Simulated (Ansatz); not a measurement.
## (ZnSe)2(BeTe)1 [001] superlattice, started as zinc blende: the cell at rest: cost of one run

Ansatz 0.2.0; DFT PBE, scalar-relativistic, plane waves, PAW. The cell holds 6 atoms.

The structure was built from a prototype and need not be the compound's stable phase.

Contents of input.yaml:

```yaml
crystal:
  lattice:
    - [2.8556024886, 2.8556024886, 0.0]
    - [-2.8396464594, 2.8396464594, 0.0]
    - [2.847624474, 0.0079780146, 8.6028226478]
  atoms:
    - { symbol: Be, position: [0.6748468686, 0.3251531314, 0.6503062629] }
    - { symbol: Se, position: [0.4126595459, 0.0873404541, 0.1746809082] }
    - { symbol: Se, position: [0.7437417324, 0.7562582676, 0.5125165352] }
    - { symbol: Te, position: [0.0941441003, 0.4058558997, 0.8117117993] }
    - { symbol: Zn, position: [-0.003697445, 0.003697445, 0.0073948899] }
    - { symbol: Zn, position: [0.3283051977, 0.6716948023, 0.3433896046] }
kpoints:
  mp_grid: { grid: [8, 8, 8] }
hamiltonian:
  xc: pbe
scf:
  occupations: { method: fixed }
output:
  forces: true
  stress: true
  eigenvalues: true
relax:
  adjacent_minimum: "off"
  f_tol: 0.001
  max_steps: 60
  cell: { stress_tol: 0.01 }
```

On the command line:

```sh
$ ansatz run input.yaml --threads 8 --pin off --max-ram 14336MiB --backend cpu --events-out ev --progress --plain --runs-dir out
```

The cutoff in use is 420 eV. For reference, a run of the same kind (6 atoms, 46 k-points, 45 bands and 2,737 plane waves; 26 SCF cycles) took 34 s and 0.75 GiB on the same hardware.

**Question.** How long does this run take on 8 threads of Arm Neoverse N1, shared host, and how much memory does it need?

A cutoff of 420 eV is a sphere of radius 10.5 Å⁻¹, so a cell of 140 Å³ holds about V·G³/6π² = 2,727 plane waves. At two electrons a band, the 74 electrons need 37 bands, and 8 more are carried. Symmetry cuts the 8×8×8 mesh from 512 to 95 points. The run has 95 k-points, 45 bands and 2,737 plane waves. Taking the work of a cycle as k-points × spins × bands × plane waves, that is 2.1 times the reference, or 70 s at the reference's 26 cycles. The run needed 32 SCF cycles over 5 ionic steps, which makes it about 86 s. One copy of the wavefunctions takes 0.17 GiB at 16 bytes a coefficient, against 0.084 GiB in the reference; grids, projectors and work arrays come on top. Measured: about 78 s, with a peak of 0.93 GiB. The estimate holds within 25 %.

[Logs are printed without paths, hosts, clocks, repeated set-up lines and the standing remarks that a program may print on its own settings, such as how far it seeks lower states.]

[Hosts, paths, dates, database ids (printed as entryN), source tags and the programs' standing remarks are cut or masked in the printed files.]
